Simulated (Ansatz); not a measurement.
**GaCo (Pm-3m): Grüneisen parameters**

Wanted: mode Grüneisen parameters of GaCo (Pm-3m).

Method: DFT PBEsol, scalar-relativistic, plane waves, PAW; PAW set soft_1, in Ansatz 0.2.0.

Report form: the programs' logs are mostly left out.

## (1) The starting structure

It takes space group Pm-3m (No. 221, cubic). The conventional cell has a = 2.840 Å, b = 2.840 Å, c = 2.840 Å, α = 90.00°, β = 90.00°, γ = 90.00°. Ga has 8 Co at 2.46 Å nearest. Nearest to Co lie 8 Ga at 2.46 Å. Farther neighbours are not listed.

## (2) The dispersion

The cell comes from relaxations at this level that are not shown. Stability and thermal properties need the whole zone. Linear response on a 4×4×4 q mesh gives force constants as far as a supercell of that size would.

Contents of input.yaml:

```yaml
crystal:
  lattice:
    - [2.8398194804, 0.0, 0.0]
    - [0.0, 2.8398194804, 0.0]
    - [0.0, 0.0, 2.8398194804]
  atoms:
    - { symbol: Ga, position: [0.5, 0.5, 0.5] }
    - { symbol: Co, position: [0.0, 0.0, 0.0] }
kpoints:
  mp_grid: { grid: [16, 16, 16] }
hamiltonian:
  xc: pbesol
  pseudopotentials: { kind: paw, azcp: { folder: soft_1 }, xc_functional: pbe }
scf:
  occupations: { method: methfessel_paxton, width: 0.2 }
output:
  eigenvalues: true
phonons:
  method: dfpt
  qmesh: [4, 4, 4]
  temperatures: { t_max: 1000, t_step: 50 }
  qpath:
    path:
      - [[0.0, 0.0, 0.0], [0.0, 0.5, 0.0], [0.5, 0.5, 0.0], [0.0, 0.0, 0.0], [0.5, 0.5, 0.5], [0.0, 0.5, 0.0]]
      - [[0.5, 0.5, 0.5], [0.5, 0.5, 0.0]]
    npoints: 10
```

Started as:

```bash
$ ansatz run input.yaml --threads 4 --pin off --max-ram 10240MiB --backend cpu --events-out ev --progress --plain --runs-dir out
```

Run time: 8.3 min. Hardware: 4 threads of Arm Neoverse V1, shared host; peak memory 3 GiB; 32 min of CPU time.

Numbers from this step:

```yaml
volume_per_atom: 11.45 Å³
gap_on_the_k_mesh: 0 eV
sum_rule_residual_before_enforcement: 1.74e-5 eV/Å²
lowest_frequency_on_the_path: 0 cm⁻¹
point_group: m-3m
highest_frequency_on_the_path_or_at_a_solved_wavevector: 290.4 cm⁻¹
mean_frequency: 193.6 cm⁻¹
debye_temperature_second_moment: 374 K
logarithmic_mean_frequency: 184.9 cm⁻¹
highest_optical_mode_at_the_zone_centre_no_lo_to_term: 243.3 cm⁻¹
lowest_optical_zone_centre_mode: 243.3 cm⁻¹
lowest_mode_on_the_q_mesh_acoustic_modes_at_gamma_apart: 96.99 cm⁻¹
zero_point_energy_per_atom: 36.01 meV
heat_capacity_at_300_k: 23.12 J/(mol atoms K)
vibrational_entropy_at_300_k: 28.88 J/(mol atoms K)
```

Frequencies (cm⁻¹) solved at each irreducible wavevector; negative means imaginary. Frequencies by wavevector, by row:

```csv
q in reciprocal lattice units,star,mode 1,mode 2,mode 3,mode 4,mode 5,mode 6
0 0 0,1,0,0,0,243.3,243.3,243.3
0 0 0.25,6,99.2,99.2,151.5,222.9,222.9,260.8
0 0 -0.5,3,170.3,170.3,173,173,243.7,245.7
0 0.25 0.25,12,97,128.7,206.4,210,214.2,265.8
0 0.25 -0.5,12,143.8,150.8,169,182.4,263.3,269.5
0 -0.5 -0.5,3,126.2,126.2,164.8,196.8,290.4,290.4
0.25 0.25 0.25,8,131.2,131.2,183.6,237.9,244.6,244.6
0.25 0.25 -0.5,12,145.3,154,179.3,198.9,262.5,263.9
0.25 -0.5 -0.5,6,155.1,155.1,186.2,196.6,266.8,266.8
-0.5 -0.5 -0.5,1,200,200,200,221,221,221
```

Symmetry leaves 10 wavevectors to solve. The lowest mode among them, the acoustic zeros apart, lies at q = (0, 0.25, 0.25) and is real, 97.0 cm⁻¹.

## (3) Relaxing at another volume, volume ratio 0.97

The volume is scaled by 0.97 and held; symmetry leaves nothing to relax, so this is a single point. The modes can then be followed against volume.

input.yaml, the sections that differ from step 2:

```yaml
crystal:
  lattice:
    - [2.8111324738, 0.0, 0.0]
    - [0.0, 2.8111324738, 0.0]
    - [0.0, 0.0, 2.8111324738]
  atoms:
    - { symbol: Ga, position: [0.5, 0.5, 0.5] }
    - { symbol: Co, position: [0.0, 0.0, 0.0] }
output:
  forces: true
  stress: true
  eigenvalues: true
# kpoints, hamiltonian, scf: as in step 2
# phonons: removed
```

It took 1.5 s on 4 threads; peak memory 0.36 GiB; 5 s of CPU time.

Numbers from this step:

```
pressure        : 6.563 GPa
volume per atom : 11.11 Å³
```

The run ends at a pressure of 6.56 GPa.

## (4) Phonons at the other volume, volume ratio 0.97

The phonons are repeated at this volume on the same k and q meshes.

Changes to input.yaml since step 3:

```diff
@@ -16,4 +16,11 @@
 output:
-  forces: true
-  stress: true
   eigenvalues: true
+phonons:
+  method: dfpt
+  qmesh: [4, 4, 4]
+  temperatures: { t_max: 1000, t_step: 50 }
+  qpath:
+    path:
+      - [[0.0, 0.0, 0.0], [0.0, 0.5, 0.0], [0.5, 0.5, 0.0], [0.0, 0.0, 0.0], [0.5, 0.5, 0.5], [0.0, 0.5, 0.0]]
+      - [[0.5, 0.5, 0.5], [0.5, 0.5, 0.0]]
+    npoints: 10
```

Wall time 8 min (4 threads); peak memory 3 GiB; 31 min of CPU time.

Numbers from this step:

| Item | Value |
| --- | --- |
| sum-rule residual before enforcement | 1.78e-5 eV/Å² |
| highest frequency on the path or at a solved wavevector | 310.6 cm⁻¹ |
| mean frequency | 206.3 cm⁻¹ |
| Debye temperature (second moment) | 398 K |
| logarithmic mean frequency | 196.8 cm⁻¹ |
| highest optical mode at the zone centre (no LO-TO term) | 260.1 cm⁻¹ |
| lowest optical zone-centre mode | 260.1 cm⁻¹ |
| lowest mode on the q mesh (acoustic modes at Γ apart) | 101.1 cm⁻¹ |
| zero-point energy per atom | 38.37 meV |
| heat capacity at 300 K | 22.88 J/(mol atoms K) |
| vibrational entropy at 300 K | 27.45 J/(mol atoms K) |

Frequencies (cm⁻¹) solved at each irreducible wavevector; negative means imaginary. Frequencies by wavevector, by row:

```csv
q in reciprocal lattice units,star,mode 1,mode 2,mode 3,mode 4,mode 5,mode 6
0 0 0,1,0,0,0,260.1,260.1,260.1
0 0 0.25,6,105.6,105.6,160.6,238.7,238.7,276.9
0 0 -0.5,3,183.8,183.8,184.3,184.3,258.8,258.9
0 0.25 0.25,12,101.1,137,220.8,224.9,226.3,284.4
0 0.25 -0.5,12,152.4,158,179.9,195.9,281.1,287.9
0 -0.5 -0.5,3,131.6,131.6,175.8,209.9,310.6,310.6
0.25 0.25 0.25,8,139.2,139.2,192.6,254.3,262,262
0.25 0.25 -0.5,12,152.8,161.7,195.7,210.4,281.3,281.8
0.25 -0.5 -0.5,6,164.3,164.3,202.2,208.2,285.6,285.6
-0.5 -0.5 -0.5,1,217.8,217.8,217.8,233.3,233.3,233.3
```

The highest optical mode at the zone centre (no LO-TO term) is 260.1 cm⁻¹, +16.8 cm⁻¹ against the base run.

## (5) Relaxing at another volume, volume ratio 1.03

The volume is scaled by 1.03 and held; symmetry leaves nothing to relax, so this is a single point. The modes can then be followed against volume.

input.yaml, the sections that differ from step 4:

```yaml
crystal:
  lattice:
    - [2.8679383336, 0.0, 0.0]
    - [0.0, 2.8679383336, 0.0]
    - [0.0, 0.0, 2.8679383336]
  atoms:
    - { symbol: Ga, position: [0.5, 0.5, 0.5] }
    - { symbol: Co, position: [0.0, 0.0, 0.0] }
output:
  forces: true
  stress: true
  eigenvalues: true
  write_density: true
  write_potential: true
  elf: true
  volumetric_format: npy
# kpoints, hamiltonian, scf: as in step 4
# phonons: removed
```

Elapsed: 1.8 s, on 4 threads; peak memory 0.37 GiB; 6.4 s of CPU time.

Numbers from this step:

```yaml
pressure: -5.534 GPa
volume_per_atom: 11.79 Å³
```

The run ends at a pressure of -5.53 GPa.

## (6) Phonons at the other volume, volume ratio 1.03

input.yaml, the sections that differ from step 5:

```yaml
output:
  eigenvalues: true
phonons:
  method: dfpt
  qmesh: [4, 4, 4]
  temperatures: { t_max: 1000, t_step: 50 }
  qpath:
    path:
      - [[0.0, 0.0, 0.0], [0.0, 0.5, 0.0], [0.5, 0.5, 0.0], [0.0, 0.0, 0.0], [0.5, 0.5, 0.5], [0.0, 0.5, 0.0]]
      - [[0.5, 0.5, 0.5], [0.5, 0.5, 0.0]]
    npoints: 10
# crystal, kpoints, hamiltonian, scf: as in step 5
```

The job ended after 8.5 min (4 threads; peak memory 3.1 GiB; 33 min of CPU time).

This step gave:

```
sum-rule residual before enforcement                    : 1.89e-5 eV/Å²
highest frequency on the path or at a solved wavevector : 271.2 cm⁻¹
mean frequency                                          : 181.4 cm⁻¹
Debye temperature (second moment)                       : 350 K
logarithmic mean frequency                              : 173.5 cm⁻¹
highest optical mode at the zone centre (no LO-TO term) : 227.2 cm⁻¹
lowest optical zone-centre mode                         : 227.2 cm⁻¹
lowest mode on the q mesh (acoustic modes at Γ apart)   : 92.96 cm⁻¹
zero-point energy per atom                              : 33.74 meV
heat capacity at 300 K                                  : 23.33 J/(mol atoms K)
vibrational entropy at 300 K                            : 30.35 J/(mol atoms K)
```

Frequencies (cm⁻¹) solved at each irreducible wavevector; negative means imaginary. Frequencies by wavevector, by row:

```csv
q in reciprocal lattice units,star,mode 1,mode 2,mode 3,mode 4,mode 5,mode 6
0 0 0,1,0,0,0,227.2,227.2,227.2
0 0 0.25,6,93,93,142.9,207.7,207.7,245.4
0 0 -0.5,3,156.7,156.7,162.6,162.6,229.3,233.4
0 0.25 0.25,12,93.1,120.5,192.2,195.7,203.1,248
0 0.25 -0.5,12,135.4,144.1,158.6,169.3,246.4,251.9
0 -0.5 -0.5,3,121.2,121.2,154.3,183.9,271.2,271.2
0.25 0.25 0.25,8,123.5,123.5,175,222.1,228,228
0.25 0.25 -0.5,12,138.3,146.5,163.2,187.9,244.6,246.8
0.25 -0.5 -0.5,6,146.2,146.2,170.6,185.6,248.8,248.8
-0.5 -0.5 -0.5,1,182.7,182.7,182.7,209.3,209.3,209.3
```

The highest optical mode at the zone centre (no LO-TO term) is 227.2 cm⁻¹, -16.1 cm⁻¹ against the base run.

## (7) Grüneisen parameters

The Grüneisen parameter of a mode is minus the logarithmic change of its frequency with volume, −d ln ω / d ln V; weighted by heat capacity it gives the expansion.

Numbers from this step:

| Quantity | Value |
| --- | --- |
| bulk modulus | 201.6 GPa |

The phonon branches at the labelled points (cm⁻¹):

```csv
point,branch 1,branch 2,branch 3,branch 4,branch 5,branch 6
Γ,0,0,0,243,243,243
halfway,99,99,152,223,223,261
X,170,170,173,173,244,246
halfway,144,151,169,182,263,270
M,126,126,165,197,290,290
halfway,97,129,206,210,214,266
Γ,0,0,0,243,243,243
halfway,131,131,184,238,245,245
R,200,200,200,221,221,221
halfway,145,154,179,199,262,264
X,170,170,173,173,244,246
jump to R,200,200,200,221,221,221
halfway,155,155,186,197,267,267
M,126,126,165,197,290,290
```

The same for volume x 0.97:

| point | branch 1 | branch 2 | branch 3 | branch 4 | branch 5 | branch 6 |
| --- | --- | --- | --- | --- | --- | --- |
| Γ | 0 | 0 | 0 | 260 | 260 | 260 |
| X | 184 | 184 | 184 | 184 | 259 | 259 |
| M | 132 | 132 | 176 | 210 | 311 | 311 |
| Γ | 0 | 0 | 0 | 260 | 260 | 260 |
| R | 218 | 218 | 218 | 233 | 233 | 233 |
| X | 184 | 184 | 184 | 184 | 259 | 259 |
| R | 218 | 218 | 218 | 233 | 233 | 233 |
| M | 132 | 132 | 176 | 210 | 311 | 311 |

The same for volume x 1.03:

| point | branch 1 | branch 2 | branch 3 | branch 4 | branch 5 | branch 6 |
| --- | --- | --- | --- | --- | --- | --- |
| Γ | 0 | 0 | 0 | 227 | 227 | 227 |
| X | 157 | 157 | 163 | 163 | 229 | 233 |
| M | 121 | 121 | 154 | 184 | 271 | 271 |
| Γ | 0 | 0 | 0 | 227 | 227 | 227 |
| R | 183 | 183 | 183 | 209 | 209 | 209 |
| X | 157 | 157 | 163 | 163 | 229 | 233 |
| R | 183 | 183 | 183 | 209 | 209 | 209 |
| M | 121 | 121 | 154 | 184 | 271 | 271 |

Mode Grueneisen parameter -dln(w)/dln(V), modes matched by rank; at Γ the acoustic branches take the value of a neighbouring point of the path. The mode Grüneisen parameters at the labelled points ():

```
    point  branch 1  branch 2  branch 3  branch 4  branch 5  branch 6
        Γ      1.96      1.96      1.99      2.25      2.25      2.25
  halfway      2.12      2.12      1.95      2.32      2.32      2.01
        X      2.66      2.66      2.09      2.09      2.02      1.73
  halfway      1.97      1.55      2.10      2.43      2.19      2.23
        M      1.39      1.39      2.17      2.20      2.26      2.26
  halfway      1.37      2.14      2.31      2.32      1.80      2.28
        Γ      1.29      1.95      2.17      2.25      2.25      2.25
  halfway      2.01      2.01      1.60      2.26      2.32      2.32
        R      2.93      2.93      2.93      1.81      1.81      1.81
  halfway      1.66      1.64      3.03      1.88      2.33      2.21
        X      2.66      2.66      2.09      2.09      2.02      1.73
jump to R      2.93      2.93      2.93      1.81      1.81      1.81
  halfway      1.94      1.94      2.83      1.91      2.30      2.30
        M      1.39      1.39      2.17      2.20      2.26      2.26
```

(dS/dlnV)/C_V. Table of thermodynamic Grueneisen parameter by temperature:

```
temperature (K)  thermodynamic Grueneisen parameter
             50                                1.97
            100                                2.06
            150                                2.08
            200                                2.09
            250                                2.09
            300                                2.09
            350                                2.09
            400                                2.10
            450                                2.10
            500                                2.10
            550                                2.10
            600                                2.10
            650                                2.10
            700                                2.10
            750                                2.10
            800                                2.10
            850                                2.10
            900                                2.10
            950                                2.10
           1000                                2.10
```

Gamma C_V/(B V) at the static volume. Volume expansion against temperature:

```csv
temperature (K),volume expansion (1e-6/K)
50,6.03
100,20.3
150,27.9
200,31.7
250,33.6
300,34.8
350,35.5
400,36.0
450,36.4
500,36.6
550,36.8
600,36.9
650,37.0
700,37.1
750,37.2
800,37.2
850,37.3
900,37.3
950,37.4
1000,37.4
```

## (8) What came out

| Property | Result |
| --- | --- |
| bulk modulus | 202 GPa |
| thermodynamic Grüneisen parameter at 300 K | 2.094 |
| volume expansion at 300 K, estimated | 34.82 × 10⁻⁶ K⁻¹ |

By this estimate the volume grows by 34.8 × 10⁻⁶ per kelvin at 300 K. The highest optical mode at Γ goes from 260 to 227 cm⁻¹ as the cell grows, a Grüneisen parameter of 2.26. Mode parameters on the path run from 1.3 to 3.0, with a median of 2.2. Branches are matched by rank, so values near crossings are rough. The expansion is the Grüneisen estimate at the static volume, with the static bulk modulus. Some magnetic starts kept moments in single points, but the one carried on lost them, and the others were not relaxed, so the runs shown are non-magnetic; if the real compound is magnetic, its cell and modes can differ much. With no gap, or one that is small against the smearing, the frequencies hang on the k mesh and the smearing, most of all near Kohn anomalies. The phonon runs are without spin polarisation, although Co often carries a moment. The PAW files were made for PBE and serve the other functionals too. A phonon run warned that its eigensolver left some bands unconverged in a pass.

[Logs are printed without paths, hosts, clocks, repeated set-up lines and the standing remarks that a program may print on its own settings, such as how far it seeks lower states.]

[Hosts, paths, dates, database ids (printed as entryN), source tags and the programs' standing remarks are cut or masked in the printed files.]
